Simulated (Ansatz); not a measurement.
## Pb(111) with 4 thermally displaced layers, 2x2: scattering by thermal displacements

Aim: the resistivity of Pb at 500 K from frozen thermal displacements between perfect leads. The measured value for the pure metal at this temperature is 38.3 µΩ cm (CRC Handbook of Chemistry and Physics, 84th ed., 2003, Electrical Resistivity of Pure Metals).

Program: Ansatz 0.2.0. Level of theory: Ansatz plane-wave DFT, PBE, PAW files; ballistic transport by layer matching (Landauer), zero bias; PAW set soft_1. Results are calculated unless marked as measured.

Report form: the programs' logs are mostly left out.

## (1) Set-up

The cell holds 40 atoms: 40 Pb. Its edges and angles: a = 7.001 Å, b = 7.001 Å, c = 28.655 Å, α = 93.5°, β = 86.5°, γ = 120.0°. It derives from Pb. Regions: lead, 24 atoms (24 Pb); scattering region, 16 atoms (16 Pb). The structure is stacked along c, and the current runs across the ab planes.

## (2) With 4 displaced layers

Each atom of 4 layers is moved at random, by amounts drawn from a normal law 0.1786 Å wide in each direction from the Debye model (105 K) at 500 K. The layers about the cell's end stay perfect and serve as the lead. Disorder leaves little or no symmetry, which makes such runs dear. Energies from -0.05 to 0.05 eV in steps of 0.05 eV are too few for the program's thermal sum, so it prints no conductance; for a metal the transmission near the Fermi level serves, at a fraction of the cost.

Contents of input.yaml:

```yaml
crystal:
  lattice:
    - [7.0014885046, 0.0, 0.0]
    - [-3.5007442523, 6.0634669093, 0.0]
    - [1.7503721261, -1.0105778182, 28.583457127]
  atoms:
    - { symbol: Pb, position: [0.9916666667, 0.0083333333, 0.05] }
    - { symbol: Pb, position: [0.9916666667, 0.5083333333, 0.05] }
    - { symbol: Pb, position: [0.4916666667, 0.0083333333, 0.05] }
    - { symbol: Pb, position: [0.4916666667, 0.5083333333, 0.05] }
    - { symbol: Pb, position: [0.1416666667, 0.3583333333, 0.15] }
    - { symbol: Pb, position: [0.1416666667, 0.8583333333, 0.15] }
    - { symbol: Pb, position: [0.6416666667, 0.3583333333, 0.15] }
    - { symbol: Pb, position: [0.6416666667, 0.8583333333, 0.15] }
[... 28 atom lines left out ...]
    - { symbol: Pb, position: [0.8416666667, 0.1583333333, 0.95] }
    - { symbol: Pb, position: [0.8416666667, 0.6583333333, 0.95] }
    - { symbol: Pb, position: [0.3416666667, 0.1583333333, 0.95] }
    - { symbol: Pb, position: [0.3416666667, 0.6583333333, 0.95] }
kpoints:
  mp_grid: { grid: [4, 4, 1] }
hamiltonian:
  xc: pbe
  pseudopotentials: { kind: paw, azcp: { folder: soft_1 } }
scf:
  occupations: { method: fermi_dirac, width: 0.1 }
output:
  transmission: { leads: [[0, 4]], kmesh: [8, 8], e_range: [-0.05, 0.05], de: 0.05 }
  write_potential: true
  write_density: true
  volumetric_format: npy
  elf: true
```

Run with:

```sh
ansatz run input.yaml --threads 4 --pin off --max-ram 15360MiB --backend cpu --events-out ev --progress --plain --runs-dir out
```

The job ended after 18 min (4 threads of Arm Neoverse V2, shared host; peak memory 7.6 GiB).

This step gave:

- free energy: -476351.4450 eV
- energy at zero smearing: -476351.1235 eV
- Fermi energy: 11.14 eV
- cell area: 42.45 Å²
- transmission per spin nearest the Fermi level: 3.607
- open channels per spin nearest the Fermi level: 5.016
- step of the lead's potential: 6.2 meV

Per spin. Table of transmission, zone mean by energy, zero at the Fermi level:

```csv
energy (eV),"transmission, zone mean"
-0.0500,3.53
0.0000,3.61
0.0500,3.75
```

Per spin. The open channels, zone mean, lead by energy, zero at the Fermi level:

```csv
energy (eV),"open channels, zone mean, lead"
-0.0500,4.89
0.0000,5.02
0.0500,5.17
```

Transmission over k1 and k2. At 0.0000 eV from the Fermi level.

Values, 8 rows by 8 columns:
```
4.19 3.65 4.17 3.94 3.57 4.22 3.29 3.49
4.41 3.74 3.62 2.75 3.57 3.69 4.60 3.17
4.09 3.80 2.84 2.82 3.07 2.82 4.00 4.41
2.60 3.81 3.56 2.69 0.97 2.69 3.56 3.81
4.09 4.41 4.00 2.82 3.07 2.82 2.84 3.80
4.41 3.17 4.60 3.69 3.57 2.75 3.62 3.74
4.19 3.49 3.29 4.22 3.57 3.94 4.17 3.65
2.28 4.44 4.73 4.26 2.15 4.26 4.73 4.44
```
Columns: k1 (b1) from -0.5 to 0.375; rows upwards: k2 (b2) from -0.5 to 0.375.

Open channels over k1 and k2. At 0.0000 eV from the Fermi level.

Ten even steps from '_' (1.00) to '@' (6.00):
```
@@%%%%@@%%@@@@@@
@@%%**==**@@@@@@
@@@@==****==@@@@
**%%****__****%%
@@@@@@==****==@@
@@@@@@@@**==**%%
@@@@@@@@%%@@%%%%
**@@@@@@**@@@@@@
```
Columns: k1 (b1) from -0.5 to 0.375; rows upwards: k2 (b2) from -0.5 to 0.375.

Valence density in the ca plane at fractional y = 0.540, with atoms of Pb within 0.2 Å of it. It is the smooth field of the valence electrons, not physical close to the nuclei.

Values in e/Å³, 10 rows by 16 columns, each cell a mean:
```
0.1 0.1 0.2 4.0 3.9 0.2 0.2 0.1 0.1 0.1 0.1 0.4 4.2 1.6 0.3 0.5
0.2 0.2 0.1 1.5 1.6 0.2 0.3 0.2 0.1 0.1 0.1 0.3 3.5 1.5 0.1 0.1
0.4 0.4 0.1 0.2 0.2 0.2 1.4 0.6 0.1 0.2 0.1 0.1 0.5 0.3 0.2 0.4
0.3 0.3 0.1 0.1 0.1 0.2 1.9 1.0 0.1 0.2 0.1 0.0 0.1 0.1 0.9 2.3
0.1 0.1 0.1 0.8 0.6 0.1 0.5 0.3 0.1 0.1 0.1 0.1 0.1 0.1 0.9 2.6
0.1 0.1 0.2 3.9 3.0 0.2 0.1 0.1 0.1 0.1 0.1 0.1 0.9 0.5 0.2 0.5
0.2 0.2 0.2 2.8 2.5 0.2 0.1 0.0 0.1 0.1 0.1 0.2 1.6 0.9 0.1 0.1
0.4 0.4 0.1 0.4 0.4 0.1 0.3 0.1 0.1 0.1 0.1 0.1 0.5 0.4 0.2 0.4
0.3 0.3 0.1 0.2 0.2 0.2 0.9 0.3 0.1 0.2 0.1 0.1 0.2 0.2 0.9 2.3
0.1 0.1 0.1 1.5 1.4 0.3 0.8 0.3 0.1 0.2 0.1 0.2 0.7 0.4 0.9 2.6
```
Columns run along c (16.0 Å, from fractional 0.22 to 0.78 of the cell), rows up along a (7.0 Å). Atoms in or near the plane, at fractional coordinates: Pb at (0.35, 0.94), Pb at (0.35, 0.40), Pb at (0.66, 0.91).

Electrostatic potential energy in the ca plane at fractional y = 0.540, with atoms of Pb within 0.2 Å of it. With pseudopotentials it is smooth inside the atoms' cores, unlike the true potential.

Ten even steps from '0' (-31 eV) to '9' (14 eV), each cell a mean:
```
99999998301104899888999999999998500016887556
99999998401104899999999999999998401104899888
99999999620016899989999999999998500004899999
98888999864468998777899999999999730026999999
87668999998889987323689999999999976578998888
87667999999999985100489999999999999999986446
98778999999999985100489999899999999999973002
99889999998899997312689999999999999999961000
99999999864579998767899999999999999999972000
99999998510037999999999999999999988789986324
99999998201005899999999999999999864468998778
99999998201105899999999999999999841037999999
99889998510016999999999999999999840026999999
98778999853358999999999999999999863247999999
87667999988889998888999999999999987778988778
87668999999999987557899998899999999899984214
98888999988889986325899998889999999999961000
99999999853468986335899998889999988889861000
99999998510016887657899999999999852358874102
```
Columns run along c (16.0 Å, from fractional 0.22 to 0.78 of the cell; values clipped at the 3rd and 97th percentile), rows up along a (7.0 Å). Atoms in or near the plane, at fractional coordinates: Pb at (0.35, 0.94), Pb at (0.35, 0.40), Pb at (0.66, 0.91).

ELF in the ca plane at fractional y = 0.540, with atoms of Pb within 0.2 Å of it. It is the smooth field of the valence electrons, not physical close to the nuclei.

Ten even steps from '0' (0.02) to '9' (0.45), each cell a mean:
```
23343357940058655666532234544347974487667898
34444347950058655555432234444357950058656676
45665446885588655666532234444347961169654444
67776535789987556777643334444336897798644544
67887633567765457888764345554324789986556776
68888742234443468868864456665322467765568998
67887642334433478867975456665321233444689779
56676533567764468989864456665321223334688448
34555445799986457888764345554322456654589658
23344457986798545676643334443224788875568999
23444457940079643444322234443236899997556787
34554457940069743222111234443237998898655555
56666546874488643332211234443237998898654443
67887545788886545665422234443225899997555665
68887644566665457888743356654324678876567887
67887643455554568998853467776322456665578999
57777544667665578999864467776423455555688658
45665445789886568999863467776434667665688547
23444347985587656787753345665336799886678879
```
Columns run along c (16.0 Å, from fractional 0.22 to 0.78 of the cell), rows up along a (7.0 Å). Atoms in or near the plane, at fractional coordinates: Pb at (0.35, 0.94), Pb at (0.35, 0.40), Pb at (0.66, 0.91).

Over the solved energies the transmission per spin lies between 3.53 and 3.75, out of 5.03 channels of the lead on average (up to 5.17).

## (3) With 8 displaced layers

Each atom of 8 layers is moved at random, by amounts drawn from a normal law 0.1786 Å wide in each direction from the Debye model (105 K) at 500 K. A fresh draw is used; the growth of the resistance with length is what counts.

System of this step: Pb(111) with 8 thermally displaced layers, 2x2. The cell holds 56 atoms: 56 Pb. Its edges and angles: a = 7.001 Å, b = 7.001 Å, c = 40.068 Å, α = 87.5°, β = 92.5°, γ = 120.0°. It derives from Pb. Regions: lead, 24 atoms (24 Pb); scattering region, 32 atoms (32 Pb). The structure is stacked along c, and the current runs across the ab planes.

Contents of input.yaml:

```yaml
crystal:
  lattice:
    - [7.0014885046, 0.0, 0.0]
    - [-3.5007442523, 6.0634669093, 0.0]
    - [-1.7503721261, 1.0105778182, 40.0168399779]
  atoms:
    - { symbol: Pb, position: [0.005952381, 0.994047619, 0.0357142857] }
    - { symbol: Pb, position: [0.005952381, 0.494047619, 0.0357142857] }
    - { symbol: Pb, position: [0.505952381, 0.994047619, 0.0357142857] }
    - { symbol: Pb, position: [0.505952381, 0.494047619, 0.0357142857] }
    - { symbol: Pb, position: [0.1845238095, 0.3154761905, 0.1071428571] }
    - { symbol: Pb, position: [0.1845238095, 0.8154761905, 0.1071428571] }
    - { symbol: Pb, position: [0.6845238095, 0.3154761905, 0.1071428571] }
    - { symbol: Pb, position: [0.6845238095, 0.8154761905, 0.1071428571] }
[... 44 atom lines left out ...]
    - { symbol: Pb, position: [0.3273809524, 0.1726190476, 0.9642857143] }
    - { symbol: Pb, position: [0.3273809524, 0.6726190476, 0.9642857143] }
    - { symbol: Pb, position: [0.8273809524, 0.1726190476, 0.9642857143] }
    - { symbol: Pb, position: [0.8273809524, 0.6726190476, 0.9642857143] }
kpoints:
  mp_grid: { grid: [4, 4, 1] }
hamiltonian:
  xc: pbe
  pseudopotentials: { kind: paw, azcp: { folder: soft_1 } }
scf:
  occupations: { method: fermi_dirac, width: 0.1 }
output:
  transmission: { leads: [[0, 4]], kmesh: [8, 8], e_range: [-0.05, 0.05], de: 0.05 }
  write_potential: true
  write_density: true
  volumetric_format: npy
```

The job ended after 26 min (4 threads; peak memory 9 GiB).

This step gave:

```
free energy                                    : -666890.5191 eV
energy at zero smearing                        : -666890.0530 eV
Fermi energy                                   : 11.17 eV
transmission per spin nearest the Fermi level  : 3.154
open channels per spin nearest the Fermi level : 5.172
step of the lead's potential                   : 13.8 meV
```

Per spin. Transmission, zone mean against energy, zero at the Fermi level:

```csv
energy (eV),"transmission, zone mean"
-0.0500,3.00
0.0000,3.15
0.0500,3.18
```

Over the solved energies the transmission per spin lies between 3.00 and 3.18, out of 5.12 channels of the lead on average (up to 5.36).

## (4) With 12 displaced layers

Each atom of 12 layers is moved at random, by amounts drawn from a normal law 0.1786 Å wide in each direction from the Debye model (105 K) at 500 K. A fresh draw is used; the growth of the resistance with length is what counts.

System of this step: Pb(111) with 12 thermally displaced layers, 2x2. The cell holds 72 atoms: 72 Pb. Its edges and angles: a = 7.001 Å, b = 7.001 Å, c = 51.450 Å, α = 90.0°, β = 90.0°, γ = 120.0°. It derives from Pb. Regions: lead, 24 atoms (24 Pb); scattering region, 48 atoms (48 Pb). The structure is stacked along c, and the current runs across the ab planes.

Contents of input.yaml:

```yaml
crystal:
  lattice:
    - [7.0014885046, 0.0, 0.0]
    - [-3.5007442523, 6.0634669093, 0.0]
    - [0.0, 0.0, 51.4502228287]
  atoms:
    - { symbol: Pb, position: [0.0, 0.0, 0.0277777778] }
    - { symbol: Pb, position: [0.0, 0.5, 0.0277777778] }
    - { symbol: Pb, position: [0.5, 0.0, 0.0277777778] }
    - { symbol: Pb, position: [0.5, 0.5, 0.0277777778] }
    - { symbol: Pb, position: [0.1666666667, 0.3333333333, 0.0833333333] }
    - { symbol: Pb, position: [0.1666666667, 0.8333333333, 0.0833333333] }
    - { symbol: Pb, position: [0.6666666667, 0.3333333333, 0.0833333333] }
    - { symbol: Pb, position: [0.6666666667, 0.8333333333, 0.0833333333] }
[... 60 atom lines left out ...]
    - { symbol: Pb, position: [0.3333333333, 0.1666666667, 0.9722222222] }
    - { symbol: Pb, position: [0.3333333333, 0.6666666667, 0.9722222222] }
    - { symbol: Pb, position: [0.8333333333, 0.1666666667, 0.9722222222] }
    - { symbol: Pb, position: [0.8333333333, 0.6666666667, 0.9722222222] }
kpoints:
  mp_grid: { grid: [4, 4, 1] }
hamiltonian:
  xc: pbe
  pseudopotentials: { kind: paw, azcp: { folder: soft_1 } }
scf:
  occupations: { method: fermi_dirac, width: 0.1 }
output:
  transmission: { leads: [[0, 4]], kmesh: [8, 8], e_range: [-0.05, 0.05], de: 0.05 }
  write_potential: true
  write_density: true
  volumetric_format: npy
```

Elapsed: 42 min, on 4 threads; peak memory 10 GiB.

This step gave:

| Quantity | Value |
| --- | --- |
| free energy | -857428.7158 eV |
| energy at zero smearing | -857428.1516 eV |
| Fermi energy | 11.19 eV |
| transmission per spin nearest the Fermi level | 2.537 |
| step of the lead's potential | 11.6 meV |

Per spin. The transmission, zone mean by energy, zero at the Fermi level:

```csv
energy (eV),"transmission, zone mean"
-0.0500,2.52
0.0000,2.54
0.0500,2.54
```

Over the solved energies the transmission per spin lies between 2.52 and 2.54, out of 5.23 channels of the lead on average (up to 5.36).

## (5) Resistance against length

This step: Ansatz plane-wave DFT, PBE, PAW files; ballistic transport by layer matching (Landauer), zero bias; resistivity from the slope of the area resistance; PAW set soft_1 (Ansatz 0.2.0).

This step gave:

- resistivity: 30.52 µΩ cm
- intercept: 0.04489 fΩ m²
- scatter about the fit: 0.03660 fΩ m²

Resistance, by row:

```csv
run,length (Å),T,channels N,RA (fΩ m²)
n4,11.43,3.629,5.026,0.4197
n8,22.87,3.111,5.12,0.6909
n12,34.3,2.532,5.234,1.117
```

The area resistance by length of the displaced region:

```csv
length of the displaced region (Å),area resistance (fΩ m²)
11.43,0.420
22.87,0.691
34.30,1.12
```

The area resistance goes from 0.42 to 1.1 fΩ m² between 11 and 34.3 Å, a slope of 31 µΩ cm.

By hand from the end points: (1.117 − 0.4197) fΩ m² / (34.30 − 11.4) Å = 31 µΩ cm, since 1 fΩ m² per Å is 1000 µΩ cm.

## (6) Summary of results

```yaml
resistivity_from_the_slope: 30.5 µΩ cm
area_resistance_over_11p4_a: 0.420 fΩ m²
area_resistance_over_22p9_a: 0.691 fΩ m²
area_resistance_over_34p3_a: 1.12 fΩ m²
```

In words: The slope gives 31 µΩ cm. The points scatter by 0.037 fΩ m² about the line, with one random draw a length in a 2x2 cell, so the slope is a rough value. The mean square of the displacements drawn is 0.78, 0.99 and 1.2 of the nominal one at the three lengths; with each resistance scaled back by that, the slope is 18 µΩ cm, the value used below. The lead's own channel count moves between the runs (5.03, 5.12 and 5.23), which shifts RA and the slope too. Read with a model of isotropic scattering on a spherical Fermi surface and the lead's 0.92×10¹⁵ S/m², this slope means a mean free path near 48 Å; over these lengths the model's slope is 1.06 times its bulk resistivity, which would be 17 µΩ cm. Uncorrelated displacements put too much weight on short waves, which scatter strongly; with the sideways repeat of a small cell, one draw and three short lengths, the method is good to a factor of two or three. The measured value is 38.3 µΩ cm (CRC Handbook of Chemistry and Physics, 84th ed., 2003, Electrical Resistivity of Pure Metals); the scaled slope is 0.47 times that and the corrected value 0.44: low. Spin-orbit coupling is left out, which matters for Pb.

[Logs are printed without paths, hosts, clocks, repeated set-up lines and the standing remarks that a program may print on its own settings, such as how far it seeks lower states.]

[Hosts, paths, dates, database ids (printed as entryN), source tags and the programs' standing remarks are cut or masked in the printed files.]
